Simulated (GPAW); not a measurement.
**An In chain with an Ag atom on top of one atom: transmission at several levels**

Aim: T(E), conductance and thermopower of an In chain with an Ag atom on top of one atom, and what cheaper settings cost in accuracy.

Calculated with GPAW 26.7.0; GPAW LCAO, PAW setups; Landauer transmission from Green's functions with principal layers (ASE), zero bias.

## (1) Set-up

The cell holds 12 atoms: 11 In and 1 Ag. Cell: a = 9.000 Å, b = 9.000 Å, c = 32.450 Å, α = 90.0°, β = 90.0°, γ = 90.0°. Regions: left lead, 5 atoms (5 In); channel, 2 atoms (1 In and 1 Ag); right lead, 5 atoms (5 In). Vacuum lies along a and b. The structure is stacked along c, and the current runs across the ab planes.

## (2) Double-zeta polarised basis

The script solves lead and junction separately, takes H and S in the orbital basis, and joins semi-infinite leads through their self-energies; the dzp basis is the working standard.

File run.py:

```python
import json
import numpy as np
from ase import Atoms
from ase.transport.calculators import TransportCalculator
from gpaw import GPAW, FermiDirac
from gpaw.lcao.tools import get_lcao_hamiltonian
from scipy.linalg import eigh

# The junction with lead layers at both ends, along the third cell vector
device = Atoms(
    ['In', 'In', 'In', 'In', 'In', 'In', 'Ag', 'In', 'In', 'In', 'In', 'In'],
    positions=[
        [4.50000, 4.50000, 1.47500],
        [4.50000, 4.50000, 4.42500],
        [4.50000, 4.50000, 7.37500],
        [4.50000, 4.50000, 10.32500],
        [4.50000, 4.50000, 13.27500],
        [4.50000, 4.50000, 16.22500],
        [7.19150, 4.50000, 16.22500],
        [4.50000, 4.50000, 19.17500],
        [4.50000, 4.50000, 22.12500],
        [4.50000, 4.50000, 25.07500],
        [4.50000, 4.50000, 28.02500],
        [4.50000, 4.50000, 30.97500]],
    cell=[[9.0, 0.0, 0.0], [0.0, 9.0, 0.0], [0.0, 0.0, 32.45]],
    pbc=True)

# One principal layer of the lead: the first 3 atoms of the device
lead = Atoms(
    ['In', 'In', 'In'],
    positions=[
        [4.50000, 4.50000, 1.47500],
        [4.50000, 4.50000, 4.42500],
        [4.50000, 4.50000, 7.37500]],
    cell=[[9.0, 0.0, 0.0], [0.0, 9.0, 0.0], [0.0, 0.0, 8.85]],
    pbc=True)

settings = dict(mode='lcao', basis='dzp', xc='PBE', h=0.2,
                occupations=FermiDirac(0.1), maxiter=250,
                mixer=dict(beta=0.1, nmaxold=8, weight=100.0),
                convergence=dict(density=0.0001))
energies = np.arange(-2, 2 + 1e-9, 0.05)
eta = 0.0001
n1, n2 = 1, 1
# k and -k transmit alike, so half of the mesh across the current serves
mesh = [(i, j) for i in range(n1) for j in range(n2) if (i, j) <= (-i % n1, -j % n2)]
weights = np.array([1 if (i, j) == (-i % n1, -j % n2) else 2 for i, j in mesh]) / (n1 * n2)

# [... helper functions left out ...]
fermi_lead = ground_state(lead, (1, 1, 13), 'lead.txt')
fermi_device = ground_state(device, (1, 1, 3), 'device.txt')
# [... loop over the mesh left out, but for ...]
        # Shift the lead onto the potential of the device's first layer
        shift = ((H[:, 0, 0] - H0[:, 0, 0]) / S0[0, 0]).real.mean()
# [...]
kT = 8.617333e-5 * 500
bias = [0.1, 0.2, 0.5, 1.0, 1.5, 2.0]
# [... integrals and printing left out ...]
```

Run with:

```bash
OMP_NUM_THREADS=1 OPENBLAS_NUM_THREADS=1 python run.py
```

Output:

```text
basis functions: device 280, principal layer 69
Fermi level: lead -2.2014 eV, device -2.1429 eV; lead shifted by -0.0098 eV
largest coupling past the next layer 1.88e-06 eV, largest misfit of the first layer 0.024 eV
  E-E_F (eV)   T (one spin)  [channel counts left out]
    -2.000    9.7439e-01
    -1.950    1.4499e-06
    -1.900    1.0342e-07
    -1.850    2.9667e-08
    -1.800    1.3925e-08
    -1.750    8.6439e-09
    -1.700    6.5271e-09
    -1.650    5.7694e-09
    -1.600    5.8724e-09
    -1.550    6.8729e-09
    -1.500    9.3759e-09
    -1.450    1.5455e-08
    -1.400    3.3453e-08
    -1.350    1.1917e-07
    -1.300    2.1657e-06
    -1.250    9.6305e-01
[...]
1.650    2.7748e+00
     1.700    2.8165e+00
     1.750    2.8493e+00
     1.800    2.8756e+00
     1.850    2.8684e+00
     1.900    2.9096e+00
     1.950    2.9232e+00
     2.000    2.9340e+00
conductance at 500 K: 2.1975 G0 a cell; thermopower -7.376 uV/K
current from the zero-bias T(E) at 0.1 V: 16.97 uA
current from the zero-bias T(E) at 0.2 V: 33.577 uA
current from the zero-bias T(E) at 0.5 V: 77.672 uA
current from the zero-bias T(E) at 1.0 V: 141.81 uA
current from the zero-bias T(E) at 1.5 V: 204.98 uA
current from the zero-bias T(E) at 2.0 V: 262.28 uA
```

The job ended after 62 s (1 thread of Arm Neoverse V1, shared host; peak memory 1.1 GiB).

Numbers from this step:

```
conductance                                    : 2.197 G₀
largest coupling past the next principal layer : 1.88e-6 eV
largest misfit of the first principal layer    : 0.02447 eV
shift that aligns the lead                     : -0.009836 eV
basis functions of the junction                : 280
basis functions of a principal layer           : 69
transmission at the Fermi level (one spin)     : 2.244
```

One spin. The transmission, zone mean by energy, zero at the Fermi level:

```csv
energy (eV),"transmission, zone mean"
-2.000,0.974
-1.800,1.4e-8
-1.600,5.9e-9
-1.400,3.3e-8
-1.200,0.980
-1.150,0.981
-1.000,0.936
-0.800,0.973
-0.600,0.997
-0.400,0.999
-0.200,0.999
0.000,2.24
0.200,2.26
0.350,2.30
0.400,2.29
0.600,2.29
0.800,2.23
1.000,2.10
1.200,2.00
1.400,2.35
1.600,2.72
1.800,2.88
2.000,2.93
```

Not self-consistent under bias; the bias window is split evenly. The current through one cell, from the zero-bias transmission by bias:

```csv
bias (V),"current through one cell, from the zero-bias transmission (μA)"
0.100,17.0
0.200,33.6
0.500,77.7
1.000,142
1.500,205
2.000,262
```

Transmission of the three most open eigenchannels against energy, zero at the Fermi level:

| energy (eV) | channel 1 | channel 2 | channel 3 |
| --- | --- | --- | --- |
| -2.000 | 0.974 | 0 | 0 |
| -1.800 | 1.4e-8 | 0 | 0 |
| -1.600 | 5.9e-9 | 0 | 0 |
| -1.400 | 3.3e-8 | 0 | 0 |
| -1.200 | 0.980 | 0 | 0 |
| -1.000 | 0.936 | 0 | 0 |
| -0.800 | 0.973 | 0 | 0 |
| -0.600 | 0.997 | 0 | 0 |
| -0.400 | 0.999 | 0 | 0 |
| -0.200 | 0.999 | 1.0e-7 | 8.3e-9 |
| 0.000 | 0.999 | 0.952 | 0.292 |
| 0.200 | 0.999 | 0.928 | 0.337 |
| 0.400 | 0.999 | 0.957 | 0.332 |
| 0.600 | 0.999 | 0.981 | 0.306 |
| 0.800 | 0.999 | 0.994 | 0.239 |
| 1.000 | 0.999 | 0.998 | 0.102 |
| 1.200 | 0.999 | 0.998 | 0.00639 |
| 1.400 | 0.999 | 0.998 | 0.354 |
| 1.600 | 0.999 | 0.998 | 0.724 |
| 1.800 | 0.999 | 0.999 | 0.878 |
| 2.000 | 0.999 | 0.999 | 0.936 |

Couplings past the next layer reach 1.9e-6 eV, small enough to drop; the matrix elements of the cell's first layer differ from the bulk lead's by up to 0.024 eV. That layer keeps its own values in the calculation, and only beyond it is the lead taken as perfect. The Fermi levels of lead and junction count from different zeros of potential, one for each periodic cell; with both set to zero, the small remaining shift is what aligns them. By hand: G = 2.197 × 77.48 μS = 170 μS, a resistance of 5.87 kΩ; at 0.1 V a linear junction would pass 17.0 μA, and the integral over the bias window gives 17.0 μA.

## (3) Single-zeta polarised basis

One radial function a shell plus polarisation makes the matrices smaller; the question is what that costs.

run.py: that of step 2 with these lines changed.

```diff
@@ -37,3 +37,3 @@
 
-settings = dict(mode='lcao', basis='dzp', xc='PBE', h=0.2,
+settings = dict(mode='lcao', basis='szp(dzp)', xc='PBE', h=0.2,
                 occupations=FermiDirac(0.1), maxiter=250,
```

Output:

```text
basis functions: device 169, principal layer 42
Fermi level: lead -2.3506 eV, device -2.2828 eV; lead shifted by -0.0085 eV
largest coupling past the next layer 1.86e-06 eV, largest misfit of the first layer 0.024 eV
  E-E_F (eV)   T (one spin)  [channel counts left out]
    -2.000    4.4817e-08
    -1.950    1.5107e-08
    -1.900    7.3358e-09
    -1.850    4.4563e-09
    -1.800    3.1774e-09
    -1.750    2.5720e-09
    -1.700    2.3213e-09
    -1.650    2.3149e-09
    -1.600    2.5451e-09
    -1.550    3.0984e-09
    -1.500    4.2278e-09
    -1.450    6.6269e-09
    -1.400    1.2520e-08
    -1.350    3.1652e-08
    -1.300    1.4392e-07
    -1.250    9.3761e-06
[...]
1.650    2.5525e+00
     1.700    2.6299e+00
     1.750    2.6936e+00
     1.800    2.7459e+00
     1.850    2.7707e+00
     1.900    2.8184e+00
     1.950    2.8461e+00
     2.000    2.8683e+00
conductance at 500 K: 2.2051 G0 a cell; thermopower -8.044 uV/K
current from the zero-bias T(E) at 0.1 V: 17.026 uA
current from the zero-bias T(E) at 0.2 V: 33.673 uA
current from the zero-bias T(E) at 0.5 V: 77.895 uA
current from the zero-bias T(E) at 1.0 V: 142.67 uA
current from the zero-bias T(E) at 1.5 V: 206.9 uA
current from the zero-bias T(E) at 2.0 V: 266.05 uA
```

Wall time 48 s (1 thread); peak memory 1.1 GiB.

Numbers from this step:

| Quantity | Value |
| --- | --- |
| conductance | 2.205 G₀ |
| largest coupling past the next principal layer | 1.86e-6 eV |
| largest misfit of the first principal layer | 0.02381 eV |
| shift that aligns the lead | -0.008482 eV |
| basis functions of the junction | 169 |
| basis functions of a principal layer | 42 |
| transmission at the Fermi level (one spin) | 2.255 |

One spin. Table of transmission, zone mean by energy, zero at the Fermi level:

energy (eV), transmission, zone mean and a bar:
```
    -2.00       0.00 
    -1.90       0.00 
    -1.80       0.00 
    -1.70       0.00 
    -1.55       0.00 
    -1.45       0.00 
    -1.35       0.00 
    -1.25       0.00 
    -1.15       0.98 ##########
    -1.10       0.98 ##########
    -1.05       0.98 ##########
    -0.90       0.21 ##
    -0.80       0.97 ##########
    -0.70       0.99 ##########
    -0.60       1.00 ##########
    -0.50       1.00 ##########
    -0.40       1.00 ##########
    -0.25       1.00 ##########
    -0.15       1.93 ####################
    -0.05       2.21 #######################
     0.00       2.25 ########################
     0.05       2.27 ########################
     0.15       2.28 ########################
     0.25       2.30 ########################
     0.40       2.32 ########################
     0.50       2.33 ########################
     0.60       2.34 ########################
     0.70       2.33 ########################
     0.80       2.31 ########################
     0.90       2.27 ########################
     1.05       2.18 #######################
     1.15       2.09 ######################
     1.25       2.01 #####################
     1.35       2.01 #####################
     1.45       2.15 ######################
     1.55       2.36 #########################
     1.70       2.63 ############################
     1.80       2.75 #############################
     1.90       2.82 #############################
     2.00       2.87 ##############################
```

Not self-consistent under bias; the bias window is split evenly. Table of current through one cell, from the zero-bias transmission by bias:

```csv
bias (V),"current through one cell, from the zero-bias transmission (μA)"
0.100,17.0
0.200,33.7
0.500,77.9
1.000,143
1.500,207
2.000,266
```

Table of transmission of the three most open eigenchannels by energy, zero at the Fermi level:

```csv
energy (eV),channel 1,channel 2,channel 3
-2.00,4.5e-8,0,0
-1.90,7.3e-9,0,0
-1.80,3.2e-9,0,0
-1.70,2.3e-9,0,0
-1.55,3.1e-9,0,0
-1.45,6.6e-9,0,0
-1.35,3.2e-8,0,0
-1.25,9.4e-6,0,0
-1.15,0.978,0,0
-1.05,0.975,0,0
-0.90,0.208,0,0
-0.80,0.970,0,0
-0.70,0.994,0,0
-0.60,0.997,0,0
-0.50,0.999,0,0
-0.40,0.999,0,0
-0.25,0.999,6.8e-11,3.0e-11
-0.15,0.999,0.876,0.0520
-0.05,0.999,0.959,0.256
0.00,0.999,0.941,0.314
0.05,0.999,0.926,0.345
0.15,0.999,0.917,0.366
0.25,0.999,0.926,0.370
0.40,0.999,0.953,0.372
0.50,0.999,0.968,0.368
0.60,0.999,0.980,0.359
0.70,0.999,0.988,0.342
0.80,0.999,0.994,0.316
0.90,0.999,0.996,0.276
1.05,0.999,0.998,0.178
1.15,0.999,0.998,0.0900
1.25,0.999,0.998,0.0135
1.35,0.999,0.998,0.0162
1.45,0.999,0.998,0.149
1.55,0.999,0.998,0.360
1.70,0.999,0.998,0.632
1.80,0.999,0.999,0.748
1.90,0.999,0.999,0.820
2.00,0.999,0.999,0.870
```

The conductance, 2.21 G₀, lies 0.3 % above that of the dzp run.

## (4) Minimal basis

One function for each valence shell of the setup, as for a first survey of a large system.

run.py: that of step 3 with these lines changed.

```diff
@@ -37,3 +37,3 @@
 
-settings = dict(mode='lcao', basis='szp(dzp)', xc='PBE', h=0.2,
+settings = dict(mode='lcao', basis='sz(dzp)', xc='PBE', h=0.2,
                 occupations=FermiDirac(0.1), maxiter=250,
```

Output:

```text
basis functions: device 111, principal layer 27
Fermi level: lead -2.2681 eV, device -2.2148 eV; lead shifted by -0.0229 eV
largest coupling past the next layer 1.93e-06 eV, largest misfit of the first layer 0.031 eV
  E-E_F (eV)   T (one spin)  [channel counts left out]
    -2.000    9.9761e-01
    -1.950    9.9733e-01
    -1.900    9.9580e-01
[...]
1.950    2.8312e+00
     2.000    2.8533e+00
conductance at 500 K: 2.254 G0 a cell; thermopower -6.173 uV/K
current from the zero-bias T(E) at 0.1 V: 17.412 uA
current from the zero-bias T(E) at 0.2 V: 34.496 uA
current from the zero-bias T(E) at 0.5 V: 80.339 uA
current from the zero-bias T(E) at 1.0 V: 145.9 uA
current from the zero-bias T(E) at 1.5 V: 210.45 uA
current from the zero-bias T(E) at 2.0 V: 270.09 uA
```

Elapsed: 32 s, on 1 thread; peak memory 1 GiB.

This step gave:

| Quantity | Value |
| --- | --- |
| conductance | 2.254 G₀ |
| largest coupling past the next principal layer | 1.93e-6 eV |
| largest misfit of the first principal layer | 0.03054 eV |
| shift that aligns the lead | -0.02294 eV |
| basis functions of the junction | 111 |
| basis functions of a principal layer | 27 |
| transmission at the Fermi level (one spin) | 2.299 |

The conductance, 2.25 G₀, lies 2.6 % above that of the dzp run.

## (5) LDA in the dzp basis: xc = "LDA"

Back in the dzp basis, the functional changes from PBE to LDA, to set the spread between functionals beside that between bases.

run.py: that of step 4 with these lines changed.

```diff
@@ -37,3 +37,3 @@
 
-settings = dict(mode='lcao', basis='sz(dzp)', xc='PBE', h=0.2,
+settings = dict(mode='lcao', basis='dzp', xc='LDA', h=0.2,
                 occupations=FermiDirac(0.1), maxiter=250,
```

Output:

```text
basis functions: device 280, principal layer 69
Fermi level: lead -2.4627 eV, device -2.4085 eV; lead shifted by -0.0018 eV
largest coupling past the next layer 1.90e-06 eV, largest misfit of the first layer 0.024 eV
  E-E_F (eV)   T (one spin)  [channel counts left out]
    -2.000    4.9014e-08
    -1.950    1.6166e-08
    -1.900    7.8260e-09
[...]
1.950    2.8701e+00
     2.000    2.8883e+00
conductance at 500 K: 2.1883 G0 a cell; thermopower -7.928 uV/K
current from the zero-bias T(E) at 0.1 V: 16.899 uA
current from the zero-bias T(E) at 0.2 V: 33.437 uA
current from the zero-bias T(E) at 0.5 V: 77.373 uA
current from the zero-bias T(E) at 1.0 V: 141.12 uA
current from the zero-bias T(E) at 1.5 V: 204.41 uA
current from the zero-bias T(E) at 2.0 V: 263.51 uA
```

The job ended after 50 s (1 thread; peak memory 1.2 GiB).

Numbers from this step:

```yaml
conductance: 2.188 G₀
largest_coupling_past_the_next_principal_layer: 1.90e-6 eV
largest_misfit_of_the_first_principal_layer: 0.02394 eV
shift_that_aligns_the_lead: -0.001828 eV
basis_functions_of_the_junction: 280
basis_functions_of_a_principal_layer: 69
transmission_at_the_fermi_level_one_spin: 2.235
```

One spin. Transmission, zone mean against energy, zero at the Fermi level:

```
energy (eV)  transmission, zone mean
     -2.000                   4.9e-8
     -1.800                   3.5e-9
     -1.600                   3.2e-9
     -1.400                   2.6e-8
     -1.200                    0.973
     -1.150                    0.976
     -1.000                    0.907
     -0.800                    0.984
     -0.600                    0.998
     -0.400                    0.999
     -0.200                    0.999
      0.000                     2.23
      0.200                     2.27
      0.400                     2.28
      0.550                     2.29
      0.600                     2.28
      0.800                     2.25
      1.000                     2.14
      1.200                     2.00
      1.400                     2.16
      1.600                     2.56
      1.800                     2.79
      2.000                     2.89
```

The conductance, 2.19 G₀, lies 0.4 % below that of the dzp run.

## (6) All levels side by side

Times are for 1 thread of Arm Neoverse V1, shared host. The series side by side:

```
no.      run  conductance (G₀)  time  memory (GiB)
  1      dzp             2.197  62 s           1.1
  2      szp             2.205  48 s           1.1
  3       sz             2.254  32 s           1.0
  4  dzp LDA             2.188  50 s           1.2
```

## (7) The levels side by side

The curves are compared point by point over the common energies.

This step: comparison of transmission and cost over codes and levels (GPAW 26.7.0).

Ladder, by row:

```
   step  code  T at the Fermi level (sum over the listed spins)  conductance (G0)  r.m.s. T(E) from the first  wall time (s)  peak memory (GiB)  threads
    dzp  GPAW                                             2.244             2.197                           0          62.15               1.15        1
    szp  GPAW                                             2.255             2.205                      0.1816          47.97               1.13        1
     sz  GPAW                                             2.299             2.254                      0.1964          31.83               1.04        1
dzp-LDA  GPAW                                             2.235             2.188                      0.1394          50.43               1.16        1
```

Table of transmission, zone mean, sum over the listed spins by energy, zero at the Fermi level:

```
energy (eV)     dzp     szp      sz  dzp-LDA
    -2.0000   0.974  4.5e-8   0.998   4.9e-8
    -1.7500  8.6e-9  2.6e-9  4.6e-8   2.9e-9
    -1.5000  9.4e-9  4.2e-9  1.3e-8   6.3e-9
    -1.2500   0.963  9.4e-6   0.936    0.948
    -1.1500   0.981   0.978   0.979    0.976
    -1.1000   0.978   0.980   0.973    0.972
    -1.0000   0.936   0.961   0.904    0.907
    -0.7500   0.988   0.988   0.984    0.992
    -0.5000   0.998   0.999   0.998    0.999
    -0.2500   0.999   0.999   0.999    0.999
     0.0000    2.24    2.25    2.30     2.23
     0.2500    2.27    2.30    2.32     2.27
     0.3500    2.30    2.32    2.34     2.21
     0.5000    2.29    2.33    2.36     2.28
     0.7500    2.25    2.32    2.33     2.26
     1.0000    2.10    2.21    2.22     2.14
     1.2500    2.04    2.01    2.02     2.00
     1.5000    2.57    2.25    2.22     2.37
     1.7500    2.85    2.69    2.67     2.75
     2.0000    2.93    2.87    2.85     2.89
```

## (8) SCF mesh 1×1×1, functional PBEsol, grid spacing 0.14

The SCF mesh sets the Fermi level of the repeated cell. The functional moves levels against the Fermi level. The real-space grid carries density and potential; a coarse one breaks translation symmetry along the lead and scatters electrons that should pass.

This step: GPAW LCAO, PAW setups; Landauer transmission from Green's functions with principal layers (ASE), zero bias (GPAW 26.7.0).

run.py: that of step 5 with these lines changed.

```diff
@@ -37,3 +37,3 @@
 
-settings = dict(mode='lcao', basis='dzp', xc='LDA', h=0.2,
+settings = dict(mode='lcao', basis='dzp', xc='PBEsol', h=0.14,
                 occupations=FermiDirac(0.1), maxiter=250,
@@ -50,3 +50,3 @@
 fermi_lead = ground_state(lead, (1, 1, 13), 'lead.txt')
-fermi_device = ground_state(device, (1, 1, 3), 'device.txt')
+fermi_device = ground_state(device, (1, 1, 1), 'device.txt')
 # [... loop over the mesh left out, but for ...]
```

Output:

```text
FileNotFoundError: Could not find required PAW dataset file "In.PBEsol".
```

Wall time 0.87 s (1 thread); peak memory 0.1 GiB.

The program refused the input before any cycle.

The program's message: “FileNotFoundError: Could not find required PAW dataset file "In.PBEsol".”

(Part 1 of 2 ends here.)

[Logs are printed without paths, hosts, clocks, repeated set-up lines and the standing remarks that a program may print on its own settings, such as how far it seeks lower states.]

[Hosts, paths, dates, database ids (printed as entryN), source tags and the programs' standing remarks are cut or masked in the printed files.]
